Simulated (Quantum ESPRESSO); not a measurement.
# E(q) of MnAu from supercells

This program has no spiral boundary conditions, so spirals of MnAu are built in supercells. What do they cost, in energy and in time?

Main program and level: Quantum ESPRESSO 7.5; LDA; plane waves with GBRV 1.5 LDA potentials, no spin-orbit coupling, flat spiral in a supercell.

## Step 1: Set-up

The structure is cubic, space group Pm-3m (No. 221). The conventional cell has a = 3.208 Å, b = 3.208 Å, c = 3.208 Å, α = 90.00°, β = 90.00°, γ = 90.00°. Nearest to Mn lie 8 Au at 2.78 Å. Nearest to Au lie 8 Mn at 2.78 Å. Farther neighbours are not listed.

As a file:

```cif
data_structure
_symmetry_space_group_name_H-M 'Pm-3m'
_symmetry_Int_Tables_number 221
_cell_length_a 3.2078
_cell_length_b 3.2078
_cell_length_c 3.2078
_cell_angle_alpha 90.000
_cell_angle_beta 90.000
_cell_angle_gamma 90.000
_cell_volume 33.01
loop_
_atom_site_label
_atom_site_type_symbol
_atom_site_symmetry_multiplicity
_atom_site_Wyckoff_symbol
_atom_site_fract_x
_atom_site_fract_y
_atom_site_fract_z
_atom_site_occupancy
Mn1 Mn 1 b 0.50000 0.50000 0.50000 1
Au1 Au 1 a 0.00000 0.00000 0.00000 1
```

The cell comes from Materials Project 2023-11-01, a database of computed structures, and need not be the stable phase.

The settings of this session are cheaper than careful work needs (see the inputs), so it shows what such settings give, not the properties of the crystal.

## Step 2: Parallel moments, one cell

File pw.in:

```
&CONTROL
  calculation = 'scf'
  prefix = 'pwscf'
  outdir = './tmp'
  pseudo_dir = './pseudo'
  disk_io = 'nowf'
/
&SYSTEM
  ibrav = 0
  celldm(1) = 8
  nat = 2
  ntyp = 2
  ecutwfc = 34
  ecutrho = 238
  nbnd = 40
  occupations = 'smearing'
  smearing = 'fd'
  degauss = 0.00734986
  noncolin = .true.
  starting_magnetization(1) = 0.2333
  angle1(1) = 90
  angle2(1) = 0
  starting_magnetization(2) = 0
/
&ELECTRONS
  conv_thr = 2d-07
  electron_maxstep = 150
  mixing_beta = 0.3
/
ATOMIC_SPECIES
Mn     54.9380 mn_lda_v1.5.uspp.F.UPF
Au    196.9666 au_lda_v1.uspp.F.UPF
CELL_PARAMETERS alat
   0.7577230282948    0.0000000000000    0.0000000000000
   0.0000000000000    0.7577230282948    0.0000000000000
   0.0000000000000    0.0000000000000    0.7577230282948
ATOMIC_POSITIONS crystal
Mn      0.5000000000    0.5000000000    0.5000000000
Au      0.0000000000    0.0000000000    0.0000000000
K_POINTS automatic
12 4 4 0 0 0
```

Launch:

```
> OMP_NUM_THREADS=1 mpirun -n 2 pw.x -nk 2 -in pw.in > pw.out
```

Log:

```text
Program PWSCF v.7.5 starts

     Message from routine setup:
     using ibrav=0 with symmetry is DISCOURAGED, use correct ibrav instead

     K-points division:     npool     =       2
     Subspace diagonalization in iterative solution of the eigenvalue problem:

     G-vector sticks info
     --------------------
     sticks:   dense  smooth     PW     G-vecs:    dense   smooth      PW
     Sum         697     401    137                13805     6031    1189

     Using Slab Decomposition

     bravais-lattice index     =            0
     lattice parameter (alat)  =       8.0000  a.u.
     unit-cell volume          =     222.7416 (a.u.)^3
     number of atoms/cell      =            2
     number of atomic types    =            2
     number of electrons       =        26.00
     number of Kohn-Sham states=           40
     kinetic-energy cutoff     =      34.0000  Ry
     charge density cutoff     =     238.0000  Ry
     scf convergence threshold =      2.0E-07
     mixing beta               =       0.3000
     number of iterations used =            8  plain     mixing
     Exchange-correlation= SLA  PZ   NOGX NOGC
                           (   1   1   0   0   0   0   0)
     Noncollinear calculation without spin-orbit

     celldm(1)=   8.000000  celldm(2)=   0.000000  celldm(3)=   0.000000
     celldm(4)=   0.000000  celldm(5)=   0.000000  celldm(6)=   0.000000

     crystal axes: (cart. coord. in units of alat)
               a(1) = (   0.757723   0.000000   0.000000 )
               a(2) = (   0.000000   0.757723   0.000000 )
               a(3) = (   0.000000   0.000000   0.757723 )

     reciprocal axes: (cart. coord. in units 2 pi/alat)
               b(1) = (  1.319743  0.000000  0.000000 )
               b(2) = (  0.000000  1.319743  0.000000 )
               b(3) = (  0.000000  0.000000  1.319743 )

     PseudoPot. # 1 for Mn read from file:
     mn_lda_v1.5.uspp.F.UPF
     Pseudo is Ultrasoft + core correction, Zval = 15.0
     Generated by new atomic code, or converted to UPF format
     Using radial grid of  859 points,  6 beta functions with:
                l(1) =   0
                l(2) =   0
                l(3) =   1
                l(4) =   1
                l(5) =   2
                l(6) =   2
     Q(r) pseudized with  8 coefficients,  rinner =    0.950   0.950   0.950
                                                       0.950   0.950

     PseudoPot. # 2 for Au read from file:
     au_lda_v1.uspp.F.UPF
     Pseudo is Ultrasoft + core correction, Zval = 11.0
     Generated by new atomic code, or converted to UPF format
     Using radial grid of  985 points,  7 beta functions with:
                l(1) =   0
                l(2) =   0
                l(3) =   1
                l(4) =   1
                l(5) =   2
                l(6) =   2
                l(7) =   3
     Q(r) pseudized with  6 coefficients,  rinner =    1.900   1.900   1.900
                                                       1.900   1.900   1.900
                                                       1.900

     atomic species   valence    mass     pseudopotential
     Mn               15.00    54.93800     Mn( 1.00)
     Au               11.00   196.96660     Au( 1.00)

     16 Sym. Ops., with inversion, found

   Cartesian axes

     site n.     atom                  positions (alat units)
         1        Mn     tau(   1) = (   0.3788615   0.3788615   0.3788615  )
         2        Au     tau(   2) = (   0.0000000   0.0000000   0.0000000  )

     number of k points=    78  Fermi-Dirac smearing, width (Ry)=  0.0073
                       cart. coord. in units 2pi/alat
        k(    1) = (   0.0000000   0.0000000   0.0000000), wk =   0.0052083
        k(    2) = (   0.0000000   0.0000000   0.3299359), wk =   0.0208333
        k(    3) = (   0.0000000   0.0000000  -0.6598717), wk =   0.0104167
        k(    4) = (   0.0000000   0.3299359   0.3299359), wk =   0.0208333
        k(    5) = (   0.0000000   0.3299359  -0.6598717), wk =   0.0208333
        [... 73 further k-points ...]

     Dense  grid:    13805 G-vectors     FFT dimensions: (  30,  30,  30)

     Smooth grid:     6031 G-vectors     FFT dimensions: (  24,  24,  24)

     Check: negative core charge=   -0.000019
     Generating pointlists ...
     new r_m :   0.2707 (alat units)  2.1655 (a.u.) for type    1
     new r_m :   0.2707 (alat units)  2.1655 (a.u.) for type    2

     Initial potential from superposition of free atoms

     starting charge      25.4998, renormalised to      26.0000

 ==============================================================================
     atom number    1 relative position :    0.3789   0.3789   0.3789
     charge :    13.741338  (integrated on a sphere of radius 0.271)
     magnetization :          3.141743    0.000000    0.000000
     magnetization/charge:    0.228634    0.000000    0.000000
     polar coord.: r, theta, phi [deg] :     3.141743   90.000000    0.000000

 ==============================================================================

 ==============================================================================
     atom number    2 relative position :    0.0000   0.0000   0.0000
     charge :     9.465941  (integrated on a sphere of radius 0.271)
     magnetization :          0.055007    0.000000    0.000000
     magnetization/charge:    0.005811    0.000000    0.000000
     polar coord.: r, theta, phi [deg] :     0.055007   90.000000    0.000000

 ==============================================================================
     Starting wfcs are   44 randomized atomic wfcs

     Self-consistent Calculation

     iteration #  1     ecut=    34.00 Ry     beta= 0.30
     Davidson diagonalization with overlap
     ethr =  1.00E-02,  avg # of iterations =  3.3

     total energy              =    -325.97087699 Ry
     estimated scf accuracy    <       0.61709889 Ry

     total magnetization       =     3.88    -0.00     0.00 Bohr mag/cell
     absolute magnetization    =     3.90 Bohr mag/cell

     iteration #  2     ecut=    34.00 Ry     beta= 0.30
     Davidson diagonalization with overlap
     ethr =  2.37E-03,  avg # of iterations =  2.0

     total energy              =    -326.06340139 Ry
     estimated scf accuracy    <       0.02671868 Ry

     total magnetization       =     4.05    -0.00     0.00 Bohr mag/cell
     absolute magnetization    =     4.08 Bohr mag/cell

     iteration #  3     ecut=    34.00 Ry     beta= 0.30
     Davidson diagonalization with overlap
     ethr =  1.03E-04,  avg # of iterations =  4.6

     total energy              =    -326.06956650 Ry
     estimated scf accuracy    <       0.00944677 Ry

     total magnetization       =     4.07    -0.00    -0.00 Bohr mag/cell
     absolute magnetization    =     4.11 Bohr mag/cell

     [... further iterations left out ...]

     iteration #  7     ecut=    34.00 Ry     beta= 0.30
     Davidson diagonalization with overlap
     ethr =  4.22E-07,  avg # of iterations =  2.0

     total energy              =    -326.07290319 Ry
     estimated scf accuracy    <       0.00001263 Ry

     total magnetization       =     4.20     0.00    -0.00 Bohr mag/cell
     absolute magnetization    =     4.26 Bohr mag/cell

     iteration #  8     ecut=    34.00 Ry     beta= 0.30
     Davidson diagonalization with overlap
     ethr =  4.86E-08,  avg # of iterations =  2.2

     total energy              =    -326.07290537 Ry
     estimated scf accuracy    <       0.00000181 Ry

     total magnetization       =     4.20    -0.00    -0.00 Bohr mag/cell
     absolute magnetization    =     4.26 Bohr mag/cell

     iteration #  9     ecut=    34.00 Ry     beta= 0.30
     Davidson diagonalization with overlap
     ethr =  6.97E-09,  avg # of iterations =  2.9

     total energy              =    -326.07290559 Ry
     estimated scf accuracy    <       0.00000051 Ry

     total magnetization       =     4.21    -0.00     0.00 Bohr mag/cell
     absolute magnetization    =     4.26 Bohr mag/cell

     iteration # 10     ecut=    34.00 Ry     beta= 0.30
     Davidson diagonalization with overlap
     ethr =  1.96E-09,  avg # of iterations =  2.1

 ==============================================================================
     atom number    1 relative position :    0.3789   0.3789   0.3789
     charge :    13.600300  (integrated on a sphere of radius 0.271)
     magnetization :          3.920341    0.000000    0.000000
     magnetization/charge:    0.288254    0.000000    0.000000
     polar coord.: r, theta, phi [deg] :     3.920341   90.000000    0.000000

 ==============================================================================

 ==============================================================================
     atom number    2 relative position :    0.0000   0.0000   0.0000
     charge :     9.107328  (integrated on a sphere of radius 0.271)
     magnetization :          0.134872   -0.000000    0.000000
     magnetization/charge:    0.014809   -0.000000    0.000000
     polar coord.: r, theta, phi [deg] :     0.134872   90.000000   -0.000000

 ==============================================================================

     End of self-consistent calculation

     [... lines left out ...]
     the Fermi energy is    14.3816 ev

!    total energy              =    -326.07290572 Ry
     estimated scf accuracy    <       0.00000004 Ry
     smearing contrib. (-TS)   =      -0.00294423 Ry
     internal energy E=F+TS    =    -326.06996149 Ry

     The total energy is F=E-TS. E is the sum of the following terms:
     one-electron contribution =    -103.18007790 Ry
     hartree contribution      =      71.06166692 Ry
     xc contribution           =     -88.34479319 Ry
     ewald contribution        =    -205.60675732 Ry

     total magnetization       =     4.21    -0.00     0.00 Bohr mag/cell
     absolute magnetization    =     4.26 Bohr mag/cell

     convergence has been achieved in  10 iterations

=------------------------------------------------------------------------------=
   JOB DONE.
=------------------------------------------------------------------------------=
```

It took 86 s on 2 MPI ranks of AMD EPYC (Zen 3), shared host; peak memory 0.3 GiB; 2.4 min of CPU time.

Spin moment in the atom's sphere by atom:

```
atom  x (μB)  y (μB)  z (μB)  size
 Mn1    3.92    0.00    0.00  3.92
 Au2    0.13    0.00    0.00  0.13
```

Read from the output:

* smearing term TS: 0.04006 eV
* magnetization: 4.205, 0, 0 μB
* absolute magnetization: 4.261 μB
* final state: ferromagnetic

## Step 3: One turn in 2 cells along the input cell's a

Neighbouring cells are turned by 180° in the xy plane; the cell holds 4 atoms.

File pw.in:

```
&CONTROL
  calculation = 'scf'
  prefix = 'pwscf'
  outdir = './tmp'
  pseudo_dir = './pseudo'
  disk_io = 'nowf'
/
&SYSTEM
  ibrav = 0
  celldm(1) = 8
  nat = 4
  ntyp = 4
  ecutwfc = 34
  ecutrho = 238
  nbnd = 70
  occupations = 'smearing'
  smearing = 'fd'
  degauss = 0.00734986
  noncolin = .true.
  starting_magnetization(1) = 0.2333
  angle1(1) = 90
  angle2(1) = 90
  starting_magnetization(2) = 0.2333
  angle1(2) = 90
  angle2(2) = -90
  starting_magnetization(3) = 0
  starting_magnetization(4) = 0
/
&ELECTRONS
  conv_thr = 4d-07
  electron_maxstep = 150
  mixing_beta = 0.3
/
ATOMIC_SPECIES
Mn1    54.9380 mn_lda_v1.5.uspp.F.UPF
Mn2    54.9380 mn_lda_v1.5.uspp.F.UPF
Au1   196.9666 au_lda_v1.uspp.F.UPF
Au2   196.9666 au_lda_v1.uspp.F.UPF
CELL_PARAMETERS alat
   1.5154460565895    0.0000000000000    0.0000000000000
   0.0000000000000    0.7577230282948    0.0000000000000
   0.0000000000000    0.0000000000000    0.7577230282948
ATOMIC_POSITIONS crystal
Mn1     0.2500000000    0.5000000000    0.5000000000
Mn2     0.7500000000    0.5000000000    0.5000000000
Au1     0.0000000000    0.0000000000    0.0000000000
Au2     0.5000000000    0.0000000000    0.0000000000
K_POINTS automatic
6 4 4 0 0 0
```

Log:

```text
     [... lines left out ...]
Program PWSCF v.7.5 starts
     [... lines left out ...]
     number of atoms/cell      =            4
     [... lines left out ...]
     number of electrons       =        52.00
     number of Kohn-Sham states=           70
     kinetic-energy cutoff     =      34.0000  Ry
     charge density cutoff     =     238.0000  Ry
     scf convergence threshold =      4.0E-07
     [... lines left out ...]
     Noncollinear calculation without spin-orbit
     [... lines left out ...]
      4 Sym. Ops. (no inversion) found
     [... lines left out ...]
     number of k points=    48  Fermi-Dirac smearing, width (Ry)=  0.0073
     [... lines left out ...]
     iteration # 12     ecut=    34.00 Ry     beta= 0.30
     [... lines left out ...]
     atom number    1 relative position :    0.3789   0.3789   0.3789
     [... lines left out ...]
     magnetization :         -0.000000    3.868201    0.000000
     [... lines left out ...]
     atom number    2 relative position :    1.1366   0.3789   0.3789
     [... lines left out ...]
     magnetization :         -0.000000   -3.868185   -0.000000
     [... lines left out ...]
     atom number    3 relative position :    0.0000   0.0000   0.0000
     [... lines left out ...]
     magnetization :          0.000000   -0.000000    0.000000
     [... lines left out ...]
     atom number    4 relative position :    0.7577   0.0000   0.0000
     [... lines left out ...]
     magnetization :          0.000000   -0.000000   -0.000000
     [... lines left out ...]
     the Fermi energy is    14.3253 ev
!    total energy              =    -652.15798575 Ry
     estimated scf accuracy    <       0.00000010 Ry
     smearing contrib. (-TS)   =      -0.00440987 Ry
     [... lines left out ...]
     total magnetization       =    -0.00     0.00    -0.00 Bohr mag/cell
     absolute magnetization    =     8.27 Bohr mag/cell
     convergence has been achieved in  12 iterations
```

Run time: 5 min. Hardware: 2 MPI ranks; peak memory 0.51 GiB.

Spin moment in the atom's sphere by atom:

```
atom  x (μB)  y (μB)  z (μB)  size
 Mn1    0.00    3.87    0.00  3.87
 Mn2    0.00   -3.87    0.00  3.87
 Au3    0.00    0.00    0.00  0.00
 Au4    0.00    0.00    0.00  0.00
```

This step gave:

* smearing term TS: 0.06000 eV
* magnetization: 0, 0, 0 μB
* absolute magnetization: 8.271 μB
* final state: antiferromagnetic

## Step 4: One turn in 3 cells along the input cell's a

Neighbouring cells are turned by 120° in the xy plane; the cell holds 6 atoms.

File pw.in:

```
&CONTROL
  calculation = 'scf'
  prefix = 'pwscf'
  outdir = './tmp'
  pseudo_dir = './pseudo'
  disk_io = 'nowf'
/
&SYSTEM
  ibrav = 0
  celldm(1) = 8
  nat = 6
  ntyp = 6
  ecutwfc = 34
  ecutrho = 238
  nbnd = 100
  occupations = 'smearing'
  smearing = 'fd'
  degauss = 0.00734986
  noncolin = .true.
  starting_magnetization(1) = 0.2333
  angle1(1) = 90
  angle2(1) = 60
  starting_magnetization(2) = 0.2333
  angle1(2) = 90
  angle2(2) = 180
  starting_magnetization(3) = 0.2333
  angle1(3) = 90
  angle2(3) = -60
  starting_magnetization(4) = 0
  starting_magnetization(5) = 0
  starting_magnetization(6) = 0
/
&ELECTRONS
  conv_thr = 6d-07
  electron_maxstep = 150
  mixing_beta = 0.3
/
ATOMIC_SPECIES
Mn1    54.9380 mn_lda_v1.5.uspp.F.UPF
Mn2    54.9380 mn_lda_v1.5.uspp.F.UPF
Mn3    54.9380 mn_lda_v1.5.uspp.F.UPF
Au1   196.9666 au_lda_v1.uspp.F.UPF
Au2   196.9666 au_lda_v1.uspp.F.UPF
Au3   196.9666 au_lda_v1.uspp.F.UPF
CELL_PARAMETERS alat
   2.2731690848843    0.0000000000000    0.0000000000000
   0.0000000000000    0.7577230282948    0.0000000000000
   0.0000000000000    0.0000000000000    0.7577230282948
ATOMIC_POSITIONS crystal
Mn1     0.1666666667    0.5000000000    0.5000000000
Mn2     0.5000000000    0.5000000000    0.5000000000
Mn3     0.8333333333    0.5000000000    0.5000000000
Au1     0.0000000000    0.0000000000    0.0000000000
Au2     0.3333333333    0.0000000000    0.0000000000
Au3     0.6666666667    0.0000000000    0.0000000000
K_POINTS automatic
4 4 4 0 0 0
```

Log:

```text
     [... lines left out ...]
Program PWSCF v.7.5 starts
     [... lines left out ...]
     number of atoms/cell      =            6
     [... lines left out ...]
     number of electrons       =        78.00
     number of Kohn-Sham states=          100
     kinetic-energy cutoff     =      34.0000  Ry
     charge density cutoff     =     238.0000  Ry
     scf convergence threshold =      6.0E-07
     [... lines left out ...]
     Noncollinear calculation without spin-orbit
     [... lines left out ...]
      2 Sym. Ops. (no inversion) found
     [... lines left out ...]
     number of k points=    40  Fermi-Dirac smearing, width (Ry)=  0.0073
     [... lines left out ...]
     iteration # 12     ecut=    34.00 Ry     beta= 0.30
     [... lines left out ...]
     atom number    1 relative position :    0.3789   0.3789   0.3789
     [... lines left out ...]
     magnetization :          1.950244    3.377778   -0.000000
     [... lines left out ...]
     atom number    2 relative position :    1.1366   0.3789   0.3789
     [... lines left out ...]
     magnetization :         -3.900345    0.000001   -0.000000
     [... lines left out ...]
     atom number    3 relative position :    1.8943   0.3789   0.3789
     [... lines left out ...]
     magnetization :          1.950263   -3.377784    0.000000
     [... lines left out ...]
     atom number    4 relative position :    0.0000   0.0000   0.0000
     [... lines left out ...]
     magnetization :          0.059039   -0.000002    0.000000
     [... lines left out ...]
     atom number    5 relative position :    0.7577   0.0000   0.0000
     [... lines left out ...]
     magnetization :         -0.029515    0.051123    0.000000
     [... lines left out ...]
     atom number    6 relative position :    1.5154   0.0000   0.0000
     [... lines left out ...]
     magnetization :         -0.029514   -0.051127    0.000000
     [... lines left out ...]
     the Fermi energy is    14.3221 ev
!    total energy              =    -978.23308717 Ry
     estimated scf accuracy    <       0.00000040 Ry
     smearing contrib. (-TS)   =      -0.00645733 Ry
     [... lines left out ...]
     total magnetization       =     0.00    -0.00     0.00 Bohr mag/cell
     absolute magnetization    =    12.61 Bohr mag/cell
     convergence has been achieved in  12 iterations
```

It took 9.6 min on 2 MPI ranks; peak memory 0.76 GiB.

Spin moment in the atom's sphere by atom:

```
atom  x (μB)  y (μB)  z (μB)  size
 Mn1    1.95    3.38    0.00  3.90
 Mn2   -3.90    0.00    0.00  3.90
 Mn3    1.95   -3.38    0.00  3.90
 Au4    0.06    0.00    0.00  0.06
 Au5   -0.03    0.05    0.00  0.06
 Au6   -0.03   -0.05    0.00  0.06
```

This step gave:

```yaml
smearing_term_ts: 0.08786 eV
magnetization: 0, 0, 0 μB
absolute_magnetization: 12.61 μB
final_state: non-collinear
```

[end of part 1 of 2]

[Logs and program files are shortened in this print: banners, set-up blocks, solver, clock and traceback lines can be left out without a mark of their own.]

[Logs are printed without paths, hosts, clocks, repeated set-up lines and the standing remarks that a program may print on its own settings, such as how far it seeks lower states.]

[Hosts, paths, dates, database ids (printed as entryN), source tags and the programs' standing remarks are cut or masked in the printed files.]

[Where a cell is said to come from a database of computed structures, the database is the Materials Project.]
